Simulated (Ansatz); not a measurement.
## Phonons of TaN (P-6m2) against volume

Wanted: Grüneisen parameters and pressure coefficients of the modes of TaN (P-6m2).

Calculated with Ansatz 0.2.0; DFT LDA, scalar-relativistic, plane waves, PAW; PAW set soft_1.

This is a report of a sequence of runs, with most program output left out.

## (1) Starting point

Symmetry: P-6m2, No. 187, hexagonal system. Conventional cell: a = 2.938 Å, b = 2.938 Å, c = 2.883 Å, α = 90.00°, β = 90.00°, γ = 120.00°. Nearest to N lie 6 Ta at 2.23 Å. Nearest to Ta lie 6 N at 2.23 Å. Farther neighbours and most contacts between anions are not listed.

## (2) A rough relaxation first

A rough relaxation comes first, because large forces or stress need no tight tolerances yet.

input.yaml reads:

```yaml
crystal:
  lattice:
    - [2.938, 0.0, 0.0]
    - [-1.469, 2.5443826363, 0.0]
    - [0.0, 0.0, 2.883]
  atoms:
    - { symbol: "N", position: [0.66666667, 0.33333333, 0.0] }
    - { symbol: Ta, position: [0.0, 0.0, 0.5] }
kpoints:
  mp_grid: { grid: [9, 9, 8] }
hamiltonian:
  xc: lda
  pseudopotentials: { kind: paw, azcp: { folder: soft_1 }, xc_functional: pbe }
scf:
  occupations: { method: gaussian, width: 0.1 }
output:
  forces: true
  stress: true
  eigenvalues: true
relax:
  adjacent_minimum: "off"
  f_tol: 0.05
  max_steps: 80
  cell: { stress_tol: 0.5 }
```

The run is started by

```sh
$ ansatz run input.yaml --threads 4 --pin off --max-ram 10240MiB --backend cpu --events-out ev --progress --plain --runs-dir out
```

Wall time 4.5 s (4 threads of Arm Neoverse V1, shared host); peak memory 0.3 GiB; 13 s of CPU time.

The steps of the relaxation:

```tsv
step	energy less that of the first step (eV)	largest force component (eV/Å)	pressure (GPa)	volume (Å³)
1	0.0000	0.0000	-11.60	21.55
2	-0.0131	0.0000	8.07	20.43
3	-0.0265	0.0000	0.03	20.87
4	-0.0270	0.0000	-0.07	20.87
5*	-0.0257	0.0000	-0.17	20.87
```

Relaxation steps marked * repeat the geometry before them on a plane-wave basis chosen anew for their cell, so energy and pressure can jump there.

Forces are held to the 12 operations that the run works with; a distortion that breaks them can't arise in this run.

```tsv
conventional cell, symmetrised	before	after	change
a (Å)	2.938	2.906	-1.1 %
b (Å)	2.938	2.906	-1.1 %
c (Å)	2.883	2.853	-1.0 %
volume (Å³/atom)	10.78	10.44	-3.2 %
```

Final coordinates:

```xyz
2
Lattice="2.9064 0.0000 0.0000 -1.4532 2.5170 0.0000 0.0000 0.0000 2.8529" Properties=species:S:1:pos:R:3 pbc="T T T"
N     1.4532    0.8390    0.0000
Ta    0.0000    0.0000    1.4264
```

Numbers from this step:

```
pressure          : -0.1679 GPa
volume per atom   : 10.44 Å³
gap on the k-mesh : 0 eV
```

In this step the volume went from 10.78 to 10.44 Å³/atom.

## (3) Relaxation

The cell and atoms are relaxed, since residual forces and stress would shift the frequencies.

input.yaml, the sections that differ from step 2:

```yaml
crystal:
  lattice:
    - [2.906417592, 0.0, 0.0]
    - [-1.453208796, 2.5170314687, 0.0]
    - [0.0, 0.0, 2.8528722576]
  atoms:
    - { symbol: "N", position: [0.6666666667, 0.3333333333, 0.0] }
    - { symbol: Ta, position: [0.0, 0.0, 0.5] }
kpoints:
  mp_grid: { grid: [18, 18, 14] }
relax:
  adjacent_minimum: "off"
  f_tol: 0.005
  max_steps: 80
  cell: { stress_tol: 0.05 }
# hamiltonian, scf, output: as in step 2
```

Elapsed: 11 s, on 4 threads; peak memory 0.41 GiB; 41 s of CPU time.

Little changed from the start: no atom moved by 0.005 Å and no cell edge by 0.1 %.

Numbers from this step:

```
pressure        : 1.79e-4 GPa
volume per atom : 10.43 Å³
```

In this step the volume went from 10.44 to 10.43 Å³/atom.

## (4) Tight relaxation

Phonons need small forces and stress, so the relaxation is finished with tight tolerances on 18×18×16 k points.

input.yaml reads:

```yaml
crystal:
  lattice:
    - [2.9065554379, 0.0, 0.0]
    - [-1.4532777189, 2.5171508467, 0.0]
    - [0.0, 0.0, 2.8514994028]
  atoms:
    - { symbol: "N", position: [0.6666666667, 0.3333333333, 0.0] }
    - { symbol: Ta, position: [0.0, 0.0, 0.5] }
kpoints:
  mp_grid: { grid: [18, 18, 16] }
hamiltonian:
  xc: lda
  pseudopotentials: { kind: paw, azcp: { folder: soft_1 }, xc_functional: pbe }
scf:
  occupations: { method: methfessel_paxton, width: 0.2 }
output:
  forces: true
  stress: true
  eigenvalues: true
  write_density: true
  write_potential: true
  elf: true
  volumetric_format: npy
relax:
  adjacent_minimum: "off"
  f_tol: 0.001
  max_steps: 60
  cell: { stress_tol: 0.01 }
```

It took 12 s on 4 threads; peak memory 0.43 GiB; 45 s of CPU time.

Little changed from the start: no atom moved by 0.005 Å and no cell edge by 0.1 %.

Numbers from this step:

```
pressure : -7.72e-4 GPa
```

Electrostatic potential energy in the ac plane at fractional y = 0.333, with atoms of N within 0.2 Å of it. With pseudopotentials it is smooth inside the atoms' cores, unlike the true potential.

Ten even steps from '0' (-35 eV) to '9' (20 eV):
```
999999952000259
999999974212479
999999997555799
888888999888999
877778899999998
766667899999998
765567899999998
765567899999998
766667899999998
877778899999998
888888999888999
999999997555799
999999974212479
999999952000259
999999851000158
```
Columns run along a (2.9 Å; values clipped at the 3rd and 97th percentile), rows up along c (2.9 Å). Atoms in or near the plane, at fractional coordinates: N at (0.67, 0.00).

Valence density in the ac plane at fractional y = 0.333, with atoms of N within 0.2 Å of it. It is the smooth field of the valence electrons, not physical close to the nuclei.

Ten even steps from '_' (0.2 e/Å³) to '@' (3.5 e/Å³):
```
____________..==##@@@@@@##==..
____________..::++%%%%%%++::..
____________....--======--....
______________....::::::....__
__........____________________
....::::....__________________
..::----::..__________________
..::----::..__________________
....::::....__________________
__........____________________
______________....::::::....__
____________....--======--....
____________..::++%%%%%%++::..
____________..==##@@@@@@##==..
____________..==%%@@@@@@%%==..
```
Columns run along a (2.9 Å), rows up along c (2.9 Å). Atoms in or near the plane, at fractional coordinates: N at (0.67, 0.00).

ELF in the ac plane at fractional y = 0.333, with atoms of N within 0.2 Å of it. It is the smooth field of the valence electrons, not physical close to the nuclei.

Ten even steps from '_' (0.01) to '@' (0.80):
```
**--....--**@@@@%%==..==%%@@@@
++::....::++%%@@@@%%##%%@@@@%%
--..____..--**@@@@@@@@@@@@@@**
............--**%%@@@@@@%%**--
..::----::..::--++**##**++--::
--==++++==::....::------::....
==******++==::..............::
==******++==::..............::
--==++++==::....::------::....
..::----::..::--++**##**++--::
............--**%%@@@@@@%%**--
--..____..--**@@@@@@@@@@@@@@**
++::....::++%%@@@@%%##%%@@@@%%
**--....--**@@@@%%==..==%%@@@@
##--....--##@@@@##..__..##@@@@
```
Columns run along a (2.9 Å), rows up along c (2.9 Å). Atoms in or near the plane, at fractional coordinates: N at (0.67, 0.00).

The forces vanish by symmetry and the pressure is -0.001 GPa, within the tolerances set. The cell now holds 10.43 Å³/atom.

## (5) Zone-centre response at rest

The force constants come from the linear response of the density to a displacement.

The modes at rest are the reference of the series.

input.yaml, the sections that differ from step 4:

```yaml
crystal:
  lattice:
    - [2.9065084234, 0.0, 0.0]
    - [-1.4532542117, 2.517110131, 0.0]
    - [0.0, 0.0, 2.8516947046]
  atoms:
    - { symbol: "N", position: [0.6666666667, 0.3333333333, 0.0] }
    - { symbol: Ta, position: [0.0, 0.0, 0.5] }
output:
  eigenvalues: true
phonons:
  method: dfpt
# kpoints, hamiltonian, scf: as in step 4
# relax: removed
```

It took 28 s on 4 threads; peak memory 0.88 GiB; 1.8 min of CPU time.

This step gave:

```yaml
sum_rule_residual_before_enforcement: 2.30e-5 eV/Å²
point_group: -6m2
highest_optical_mode_at_the_zone_centre_no_lo_to_term: 567.9 cm⁻¹
lowest_optical_zone_centre_mode: 543.7 cm⁻¹
```

Patterns of degenerate modes are one choice out of their space. Modes at Γ, with each element's share of the kinetic energy:

```tsv
mode	frequency (cm⁻¹)	symmetry	N %	Ta %
1	0.0	acoustic	7	93
2	0.0	acoustic	7	93
3	0.0	acoustic	7	93
4	543.7	E'	93	7
5	543.7	E'	93	7
6	567.9	A2''	93	7
```

Displacements in mode 4 (543.7 cm⁻¹), the largest set to 1:
```
N1   0.00  1.00  0.00
Ta2  0.00 -0.08  0.00
```

Displacements in mode 6 (567.9 cm⁻¹), the largest set to 1:
```
N1   0.00  0.00  1.00
Ta2  0.00  0.00 -0.08
```

Before it was imposed, the acoustic sum rule was missed by 2.3e-5 eV/Å². Small misses are needed for a sound result but don't prove that mesh and cutoff are converged. The lowest optical mode is real, 544 cm⁻¹.

## (6) A member of the series: 1.06 times the volume at rest

The cell is set to 1.06 times the volume at rest, and shape and atoms relax at that volume.

input.yaml, the sections that differ from step 5:

```yaml
crystal:
  lattice:
    - [2.9661479568, 0.0, 0.0]
    - [-1.4830739784, 2.568759482, 0.0]
    - [0.0, 0.0, 2.9024613487]
  atoms:
    - { symbol: "N", position: [0.6666666667, 0.3333333333, 0.0] }
    - { symbol: Ta, position: [0.0, 0.0, 0.5] }
output:
  forces: true
  stress: true
  eigenvalues: true
relax:
  adjacent_minimum: "off"
  f_tol: 0.001
  max_steps: 60
  cell: { stress_tol: 0.01, fix: [volume] }
# kpoints, hamiltonian, scf: as in step 5
# phonons: removed
```

Elapsed: 12 s, on 4 threads; peak memory 0.43 GiB.

Little changed from the start: no atom moved by 0.005 Å and no cell edge by 0.1 %.

Numbers from this step:

* pressure: -19.55 GPa
* volume per atom: 11.06 Å³

The forces vanish by symmetry, at a pressure of -19.55 GPa.

## (7) Modes of this member: 1.06 times the volume at rest

The zone-centre modes follow for 1.06 times the volume at rest.

input.yaml, the sections that differ from step 6:

```yaml
crystal:
  lattice:
    - [2.9674194705, 0.0, 0.0]
    - [-1.4837097352, 2.5698606451, 0.0]
    - [0.0, 0.0, 2.8999745223]
  atoms:
    - { symbol: "N", position: [0.6666666667, 0.3333333333, 0.0] }
    - { symbol: Ta, position: [0.0, 0.0, 0.5] }
output:
  eigenvalues: true
phonons:
  method: dfpt
# kpoints, hamiltonian, scf: as in step 6
# relax: removed
```

Run time: 28 s. Hardware: 4 threads; peak memory 0.9 GiB.

Numbers from this step:

```yaml
sum_rule_residual_before_enforcement: 3.34e-5 eV/Å²
highest_optical_mode_at_the_zone_centre_no_lo_to_term: 495.1 cm⁻¹
lowest_optical_zone_centre_mode: 490.9 cm⁻¹
```

Patterns of degenerate modes are one choice out of their space. The modes at Γ (shares of kinetic energy by element, %):

```tsv
mode	frequency (cm⁻¹)	symmetry	N %	Ta %
1	0.0	acoustic	7	93
2	0.0	acoustic	7	93
3	0.0	acoustic	7	93
4	490.9	E'	93	7
5	490.9	E'	93	7
6	495.1	A2''	93	7
```

The lowest optical mode is real, 491 cm⁻¹, and the highest lies at 495.1 cm⁻¹.

For the highest optical mode at the zone centre (no LO-TO term), step 5 gave 568 cm⁻¹; this run, with volume ratio 1.06, gives 495 cm⁻¹ (-13 %).

## (8) Relaxation of a member: 0.9 times the volume at rest

The cell is set to 0.9 times the volume at rest, and shape and atoms relax at that volume.

input.yaml, the sections that differ from step 7:

```yaml
crystal:
  lattice:
    - [2.8008958742, 0.0, 0.0]
    - [-1.4004479371, 2.4256469804, 0.0]
    - [0.0, 0.0, 2.7637247183]
  atoms:
    - { symbol: "N", position: [0.6666666667, 0.3333333333, 0.0] }
    - { symbol: Ta, position: [0.0, 0.0, 0.5] }
output:
  forces: true
  stress: true
  eigenvalues: true
relax:
  adjacent_minimum: "off"
  f_tol: 0.001
  max_steps: 60
  cell: { stress_tol: 0.01, fix: [volume] }
# kpoints, hamiltonian, scf: as in step 7
# phonons: removed
```

Wall time 11 s (4 threads); peak memory 0.41 GiB.

Step by step:

```tsv
step	energy less that of the first step (eV)	largest force component (eV/Å)	pressure (GPa)	volume (Å³)
1	0.0000	0.0000	50.17	18.78
2	0.0001	0.0000	50.04	18.78
3	-0.0001	0.0000	50.12	18.78
4*	-0.0001	0.0000	50.12	18.78
```

Relaxation steps marked * repeat the geometry before them on a plane-wave basis chosen anew for their cell, so energy and pressure can jump there. Relaxation step 2 was tried and not accepted.

Forces are held to the 12 operations that the run works with; a distortion that breaks them can't arise in this run.

```tsv
conventional cell, symmetrised	before	after	change
a (Å)	2.801	2.799	-0.1 %
b (Å)	2.801	2.799	-0.1 %
c (Å)	2.764	2.766	+0.1 %
volume (Å³/atom)	9.39	9.39	-0.0 %
```

The relaxed structure:

```cif
data_structure
_symmetry_space_group_name_H-M 'P 1'
_symmetry_Int_Tables_number 1
_cell_length_a 2.7995
_cell_length_b 2.7995
_cell_length_c 2.7665
_cell_angle_alpha 90.000
_cell_angle_beta 90.000
_cell_angle_gamma 120.000
_cell_volume 18.78
loop_
_atom_site_label
_atom_site_type_symbol
_atom_site_fract_x
_atom_site_fract_y
_atom_site_fract_z
_atom_site_occupancy
N1 N 0.66667 0.33333 0.00000 1
Ta2 Ta 0.00000 0.00000 0.50000 1
```

Numbers from this step:

```yaml
pressure: 50.12 GPa
volume_per_atom: 9.388 Å³
```

The forces vanish by symmetry, at a pressure of 50.12 GPa.

## (9) Zone-centre modes of the member: 0.9 times the volume at rest

The zone-centre modes follow for 0.9 times the volume at rest.

input.yaml, the sections that differ from step 8:

```yaml
crystal:
  lattice:
    - [2.7994941954, 0.0, 0.0]
    - [-1.3997470977, 2.424433091, 0.0]
    - [0.0, 0.0, 2.7664929499]
  atoms:
    - { symbol: "N", position: [0.6666666667, 0.3333333333, 0.0] }
    - { symbol: Ta, position: [0.0, 0.0, 0.5] }
output:
  eigenvalues: true
phonons:
  method: dfpt
# kpoints, hamiltonian, scf: as in step 8
# relax: removed
```

The job ended after 27 s (4 threads; peak memory 0.84 GiB).

Numbers from this step:

```
sum-rule residual before enforcement                    : 1.05e-4 eV/Å²
highest optical mode at the zone centre (no LO-TO term) : 703.2 cm⁻¹
lowest optical zone-centre mode                         : 634.4 cm⁻¹
```

Patterns of degenerate modes are one choice out of their space. The modes at Γ (shares of kinetic energy by element, %):

```tsv
mode	frequency (cm⁻¹)	symmetry	N %	Ta %
1	0.0	acoustic	7	93
2	0.0	acoustic	7	93
3	0.0	acoustic	7	93
4	634.4	E'	93	7
5	634.4	E'	93	7
6	703.2	A2''	93	7
```

Displacements in mode 4 (634.4 cm⁻¹), the largest set to 1:
```
N1   0.00  1.00  0.00
Ta2  0.00 -0.08  0.00
```

Displacements in mode 6 (703.2 cm⁻¹), the largest set to 1:
```
N1   0.00  0.00  1.00
Ta2  0.00  0.00 -0.08
```

The lowest optical mode is real, 634 cm⁻¹, and the highest lies at 703.2 cm⁻¹.

For the highest optical mode at the zone centre (no LO-TO term), step 5 gave 568 cm⁻¹; this run, with volume ratio 0.9, gives 703 cm⁻¹ (+24 %).

## (10) The series together

The members are set side by side, also those not shown above.

Each row is one cell with its response, relaxed at fixed volume as far as symmetry leaves anything free; energies are extrapolated to zero smearing, and E0 is that at rest; shape and atoms are relaxed in each cell where symmetry leaves them free; all runs use 18×18×16 k points and Methfessel-Paxton smearing of 0.2 eV. State of the crystal along the series:

```tsv
volume ratio	V (Å³/atom)	pressure (GPa)	E - E0 (meV/atom)	first cell vector (Å)	third cell vector (Å)
0.9	9.388	50.12	148.9	2.8	2.767
0.92	9.597	37.87	91.74	2.821	2.784
0.94	9.806	26.86	49.69	2.843	2.801
0.96	10.01	16.95	21.28	2.865	2.818
0.98	10.22	8.029	5.12	2.886	2.835
0.99	10.33	3.908	1.258	2.896	2.844
1	10.43	-7.72e-4	0	2.906	2.852
1.02	10.64	-7.223	4.797	2.927	2.868
1.04	10.85	-13.71	18.52	2.947	2.884
1.06	11.06	-19.55	40.25	2.967	2.9
```

Each mode is tracked from rest by its pattern, and modes that stay within 0.3 cm⁻¹ of each other stand once; shape and atoms are relaxed in each cell where symmetry leaves them free; all runs use 18×18×16 k points and Methfessel-Paxton smearing of 0.2 eV. Optical modes along the series:

```tsv
V (Å³/atom)	mode 4 E' (cm⁻¹)	mode 6 A2'' (cm⁻¹)
9.388	634.4	703.2
9.597	615.2	674.5
9.806	596.8	646.7
10.01	579.1	619.6
10.22	561.5	593.4
10.33	552.7	580.6
10.43	543.7	567.9
10.64	525.9	543
10.85	508.1	518.8
11.06	490.9	495.1
```

From cubic fits (parabolas where under five rows exist) of ln ω and P against ln V through the rows within about 4 % of rest: γ = −d ln ω / d ln V and dω/dP = γ ω / B. Slopes at rest:

```tsv
mode	fitted frequency at rest (cm⁻¹)	Grüneisen parameter γ	dω/dP (cm⁻¹/GPa)
mode 4 E'	543.7	1.64	2.35
mode 6 A2''	567.8	2.22	3.31
```

## (11) Outcome

```
members                                                          : 10
highest optical mode at the zone centre (no LO-TO term), at rest : 567.9 cm⁻¹
bulk modulus at rest                                             : 381 GPa
mode 4 E', γ                                                     : 1.64
mode 6 A2'', γ                                                   : 2.22
```

In words: The series spans -19.5 to 50.1 GPa, and the slope at rest gives a bulk modulus of 381 GPa. Among the modes in the table of slopes γ runs from 1.64 (mode 4 E') to 2.22 (mode 6 A2''). One k mesh and one cutoff serve the ground states and modes of all volumes. These are harmonic frequencies at zero temperature: anharmonic shifts, linewidths and thermal expansion are left out. Spin-orbit coupling is left out, which can matter for the heavy elements here. With no gap, or one that is small against the smearing, the frequencies hang on the k mesh and the smearing, most of all near Kohn anomalies. The PAW files were made for PBE; the program adapts parts of them to the functional of the run, but their partial waves stay those of PBE, an approximation that was not tested in this session. Only the zone centre was solved, so an instability at another wavevector cannot show here.

[Logs are printed without paths, hosts, clocks, repeated set-up lines and the standing remarks that a program may print on its own settings, such as how far it seeks lower states.]

[Hosts, paths, dates, database ids (printed as entryN), source tags and the programs' standing remarks are cut or masked in the printed files.]
